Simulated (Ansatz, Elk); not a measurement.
**Bonding as seen by X-rays: ScV**

Structure refinements treat a crystal as free atoms side by side. For a made-up structure of ScV (cell and positions from a PBE relaxation) the runs below show what the calculated density changes in F(hkl).

Program: Elk 11.2.3 (patched build). Level of theory: DFT, PBE, all-electron APW+lo, Dirac cores, scalar-relativistic bands, static density, ferromagnetic start. Results are calculated unless marked as measured.

This account leaves out most program logs.

The structure was built from a prototype and need not be the compound's stable phase.

## (1) The structure

It takes space group Pm-3m (No. 221, cubic). Conventional cell: a = 3.395 Å, b = 3.395 Å, c = 3.395 Å, α = 90.00°, β = 90.00°, γ = 90.00°. Nearest to V lie 8 Sc at 2.94 Å. Nearest to Sc lie 8 V at 2.94 Å. Farther neighbours are not listed.

## (2) Ground state and structure factors

An all-electron density is needed, since X-rays see the cores too. Task 0 finds the density and task 195 Fourier-transforms it; tshift is off so that phases refer to the origin typed.

File elk.in:

```
tasks
  0
  195
  196

xctype
  20

spinpol
  .true.

rgkmax
  7.0

gmaxvr
  14.0

lmaxo
  7

lmaxapw
  8

swidth
  0.002

tshift
  .false.

ramdisk
  .false.

hmaxvr
  5.5

maxscl
  120

epspot
  1e-06

reducebf
  0.8

sppath
  './'

avec
  6.41561161758 -0.00000000000 -0.00000000000
  0.00000000000 6.41561161758 -0.00000000000
  -0.00000000000 -0.00000000000 6.41561161758

atoms
  2
  'V.in'
  1
  0.0000000000 -0.0000000000 -0.0000000000   0.000000 0.000000 -0.115000
  'Sc.in'
  1
  0.5000000000 0.5000000000 0.5000000000   0.000000 0.000000 -0.020000

ngridk
  6 6 6
```

Command:

```console
$ OMP_NUM_THREADS=4 elk
```

It took 45 s on 4 threads of Arm Neoverse V1, shared host; peak memory 0.17 GiB.

SFACRHO.OUT:

```text

h k l indices transformed by vhmat matrix:
   1.000000000       0.000000000       0.000000000    
   0.000000000       1.000000000       0.000000000    
   0.000000000       0.000000000       1.000000000    

      h      k      l  multipl.   |H|            Re(F)            Im(F)           |F|

      0      0      0      1   0.0000000       44.000000     -0.12495985E-16   44.000000    
     -1      0      0      6  0.97935874       2.0912722      0.51990024E-14   2.0912722    
      0     -1      1     12   1.3850224       31.411752     -0.99294190E-15   31.411752    
     -1     -1      1      8   1.6962991       1.6471143      0.43800855E-14   1.6471143    
     -2      0      0      6   1.9587175       26.705200     -0.81043887E-14   26.705200    
      1      0      2     24   2.1899127       1.4827868     -0.16548630E-13   1.4827868    
      1      1      2     24   2.3989292       23.486715      0.14244224E-13   23.486715    
      0     -2      2     12   2.7700448       21.151896     -0.13062660E-14   21.151896    
     -1     -2      2     24   2.9380762       1.1816151      0.73106422E-14   1.1816151    
      0     -3      0      6   2.9380762       1.1164952     -0.35083752E-14   1.1164952    
     -3      0      1     24   3.0970043       19.387664      0.22446709E-14   19.387664    
     -3     -1     -1     24   3.2481655       1.0024568      0.10290578E-13   1.0024568    
      2     -2      2      8   3.3925982       18.136714      0.55045921E-14   18.136714    
      2      3      0     24   3.5311282      0.88689366      0.51346658E-14  0.88689366    
     -1      2      3     48   3.6644249       17.093303      0.10479030E-13   17.093303    
      0      4      0      6   3.9174350       16.220325      0.99954160E-14   16.220325    
     -2      2      3     24   4.0379995      0.71035654     -0.10761172E-13  0.71035654    
      4      0      1     24   4.0379995      0.64677542     -0.88715958E-14  0.64677542
```

Elk indexes on the primitive cell of elk.in and gives |H| = 4π sin θ/λ in inverse bohr. Below, one row stands for each form hkl of the conventional cell (m members, Friedel mates merged), F is for one primitive cell and the density is static (no thermal factor). Free-atom factors are Waasmaier and Kirfel's, and R is Σm||F|−|F'||/Σm|F|.

| hkl | m | sin θ/λ (Å⁻¹) | abs F, DFT | neutral atoms | diff. |
| --- | --- | --- | --- | --- | --- |
| 100 | 6 | 0.147 | 2.091 | 2.021 | +0.070 |
| 110 | 12 | 0.208 | 31.412 | 31.640 | -0.228 |
| 111 | 8 | 0.255 | 1.647 | 1.719 | -0.072 |
| 200 | 6 | 0.295 | 26.705 | 26.735 | -0.030 |
| 210 | 24 | 0.329 | 1.483 | 1.518 | -0.035 |
| 211 | 24 | 0.361 | 23.487 | 23.455 | +0.032 |
| 220 | 12 | 0.417 | 21.152 | 21.104 | +0.048 |
| 221 | 24 | 0.442 | 1.182 | 1.171 | +0.011 |
| 300 | 6 | 0.442 | 1.117 | 1.171 | -0.054 |
| 310 | 24 | 0.466 | 19.388 | 19.368 | +0.019 |
| 311 | 24 | 0.488 | 1.002 | 1.011 | -0.009 |
| 222 | 8 | 0.510 | 18.137 | 18.060 | +0.076 |
| 320 | 24 | 0.531 | 0.887 | 0.871 | +0.016 |
| 321 | 48 | 0.551 | 17.093 | 17.053 | +0.040 |
| 400 | 6 | 0.589 | 16.220 | 16.261 | -0.041 |
| 322 | 24 | 0.607 | 0.710 | 0.660 | +0.050 |
| 410 | 24 | 0.607 | 0.647 | 0.660 | -0.013 |
| 411 | 24 | 0.625 | 15.597 | 15.622 | -0.024 |

## (3) The magnetisation density

The same run holds the spin density, and task 196 transforms it. The order is that of the start, and no other was tried.

SFACMAG_1.OUT:

```text

h k l indices transformed by vhmat matrix:
   1.000000000       0.000000000       0.000000000    
   0.000000000       1.000000000       0.000000000    
   0.000000000       0.000000000       1.000000000    

      h      k      l  multipl.   |H|            Re(F)            Im(F)           |F|

      0      0      0      1   0.0000000       3.3448833     -0.12859718E-17   3.3448833    
     -1      0      0      6  0.97935874       1.4523818      0.23669252E-16   1.4523818    
      0     -1      1     12   1.3850224       1.1970193     -0.87968835E-17   1.1970193    
     -1     -1      1      8   1.6962991      0.74056571      0.20313472E-16  0.74056571    
     -2      0      0      6   1.9587175      0.55932527     -0.17164372E-16  0.55932527    
      1      0      2     24   2.1899127      0.46104716     -0.68649779E-16  0.46104716    
      1      1      2     24   2.3989292      0.48907681      0.68614236E-16  0.48907681    
      0     -2      2     12   2.7700448      0.34049522     -0.49989808E-17  0.34049522    
     -1     -2      2     24   2.9380762      0.24356721      0.21588602E-16  0.24356721    
      0     -3      0      6   2.9380762      0.14381678     -0.44796432E-17  0.14381678    
     -3      0      1     24   3.0970043      0.12145782      0.10010479E-16  0.12145782    
     -3     -1     -1     24   3.2481655      0.12755977      0.11563486E-16  0.12755977    
      2     -2      2      8   3.3925982      0.22159688      0.17398830E-16  0.22159688    
      2      3      0     24   3.5311282      0.10055851     -0.37031748E-17  0.10055851    
     -1      2      3     48   3.6644249      0.11540123      0.14469612E-16  0.11540123    
      0      4      0      6   3.9174350     -0.85752289E-01 -0.26833620E-16  0.85752289E-01
```

The total moment is 3.34 μB a cell; sphere moments: V1 +2.21, Sc2 +0.33 μB. Polarised neutrons measure spin and orbital magnetisation together; without spin-orbit coupling the run gives the spin part:

| hkl | sin θ/λ (Å⁻¹) | abs F_M (μB) |
| --- | --- | --- |
| 100 | 0.147 | 1.452 |
| 110 | 0.208 | 1.197 |
| 111 | 0.255 | 0.741 |
| 200 | 0.295 | 0.559 |
| 210 | 0.329 | 0.461 |
| 211 | 0.361 | 0.489 |
| 220 | 0.417 | 0.341 |
| 221 | 0.442 | 0.244 |
| 300 | 0.442 | 0.144 |
| 310 | 0.466 | 0.121 |
| 311 | 0.488 | 0.128 |
| 222 | 0.510 | 0.222 |
| 320 | 0.531 | 0.101 |
| 321 | 0.551 | 0.115 |

## (4) The highest occupied states alone

An energy window below the Fermi level keeps the highest occupied states, to see at which angles they scatter; shallow core shells can lie inside it and anion s states outside. No new self-consistency is needed.

elk.in: that of step 2 with these lines changed.

```diff
@@ -1,5 +1,3 @@
 tasks
-  0
   195
-  196
 
@@ -44,2 +42,5 @@
 
+wsfac
+  -0.313720 0.537520
+
 sppath
```

Command:

```console
$ OMP_NUM_THREADS=4 elk
```

The job ended after 3.4 s (4 threads; peak memory 0.16 GiB).

States within 15 eV below the Fermi level hold 8.00 electrons; any levels below the window count with the cores. Their amplitudes can exceed the total, where window and core parts have opposite phase:

| hkl | sin θ/λ (Å⁻¹) | abs F, window | abs F, all |
| --- | --- | --- | --- |
| 100 | 0.147 | 1.671 | 2.091 |
| 110 | 0.208 | 1.609 | 31.412 |
| 111 | 0.255 | 0.811 | 1.647 |
| 200 | 0.295 | 1.064 | 26.705 |
| 210 | 0.329 | 0.519 | 1.483 |
| 211 | 0.361 | 0.754 | 23.487 |
| 220 | 0.417 | 0.523 | 21.152 |
| 221 | 0.442 | 0.275 | 1.182 |
| 300 | 0.442 | 0.209 | 1.117 |
| 310 | 0.466 | 0.324 | 19.388 |

## (5) Another functional

The difference from free atoms is small, so it is set against the change that LDA (Perdew-Wang) makes.

elk.in: that of step 4 with these lines changed.

```diff
@@ -1,6 +1,8 @@
 tasks
+  0
   195
+  196
 
 xctype
-  20
+  3
 
@@ -42,5 +44,2 @@
 
-wsfac
-  -0.313720 0.537520
-
 sppath
```

Command:

```console
$ OMP_NUM_THREADS=4 elk
```

The job ended after 21 s (4 threads; peak memory 0.16 GiB).

Against the first run R = 0.06 %; the largest change is -0.034 at 200. The moment goes from 3.34 to 3.19 μB.

## (6) Basis size

A smaller basis shows how fast F responds to it; the change is likely larger than the basis error of the first run, but doesn't show convergence.

elk.in: that of step 5 with these lines changed.

```diff
@@ -6,3 +6,3 @@
 xctype
-  3
+  20
 
@@ -12,3 +12,3 @@
 rgkmax
-  7.0
+  5.5
```

Command:

```console
$ OMP_NUM_THREADS=4 elk
```

The job ended after 40 s (4 threads; peak memory 0.17 GiB).

Against the first run R = 0.05 %; the largest change is -0.041 at 110. The moment goes from 3.34 to 3.32 μB.

## (7) Basis size

The basis and the expansions that go with it are enlarged, to see whether the differences are converged.

elk.in: that of step 6 with these lines changed.

```diff
@@ -12,12 +12,12 @@
 rgkmax
-  5.5
+  8.5
 
 gmaxvr
-  14.0
+  18.0
 
 lmaxo
-  7
+  9
 
 lmaxapw
-  8
+  10
```

Command:

```console
$ OMP_NUM_THREADS=4 elk
```

Run time: 63 s. Hardware: 4 threads; peak memory 0.27 GiB.

Against the first run R = 0.02 %; the largest change is -0.007 at 220. The moment goes from 3.34 to 3.35 μB.

## (8) Settings against the effect

| run | R against the first run (%) | R against neutral atoms, low angle (%) | wall time |
| --- | --- | --- | --- |
| PBE, rgkmax 7 | 0.00 | 0.70 | 45 s |
| LDA (Perdew-Wang) | 0.06 | 0.73 | 21 s |
| rgkmax 5.5 | 0.05 | 0.79 | 40 s |
| rgkmax 8.5 with larger expansions | 0.02 | 0.68 | 63 s |

## (9) Summary of results

- R against neutral atoms, sin θ/λ < 0.3 Å⁻¹: 0.70 %
- R against neutral atoms, 0.3 to 0.81 Å⁻¹: 0.34 %

**Reading.** Independent neutral atoms miss the calculated amplitudes by R = 0.70 % below 0.3 Å⁻¹ and 0.34 % from there to 0.81 Å⁻¹; by shells, 3.36 % below 0.15 Å⁻¹ (1 form), 0.64 % 0.15 to 0.3 (3 forms), 0.31 % 0.3 to 0.45 (5 forms), 0.34 % above 0.45 (24 forms). Bonding, aspherical density and the tables' own atoms all enter these figures, and the runs don't part them. The largest change of an amplitude is -0.23 electrons, at 110. The magnetic order is that of the start. No other order was tried here, and an antiferromagnetic one would change or move the magnetic intensity. The window's part falls from 8.0 electrons at the origin to at most 0.32 between 0.45 and 0.81 Å⁻¹. Below 0.3 Å⁻¹ the changes that finished (LDA (Perdew-Wang), rgkmax 5.5 and rgkmax 8.5 with larger expansions) move F by R = 0.10 % at most, against the 0.70 % that separates it from free atoms. The magnetic factors move by R = 5.9 % (LDA (Perdew-Wang)), 2.3 % (rgkmax 5.5) and 0.6 % (rgkmax 8.5 with larger expansions), so they aren't settled to better than that. The k-mesh has no finished test. Part of the difference isn't bonding: the tables are fits to free atoms and ions calculated by other methods than this functional. Thermal motion, anomalous dispersion and extinction are left out.

[Logs are printed without paths, hosts, clocks, repeated set-up lines and the standing remarks that a program may print on its own settings, such as how far it seeks lower states.]

[Hosts, paths, dates, database ids (printed as entryN), source tags and the programs' standing remarks are cut or masked in the printed files.]
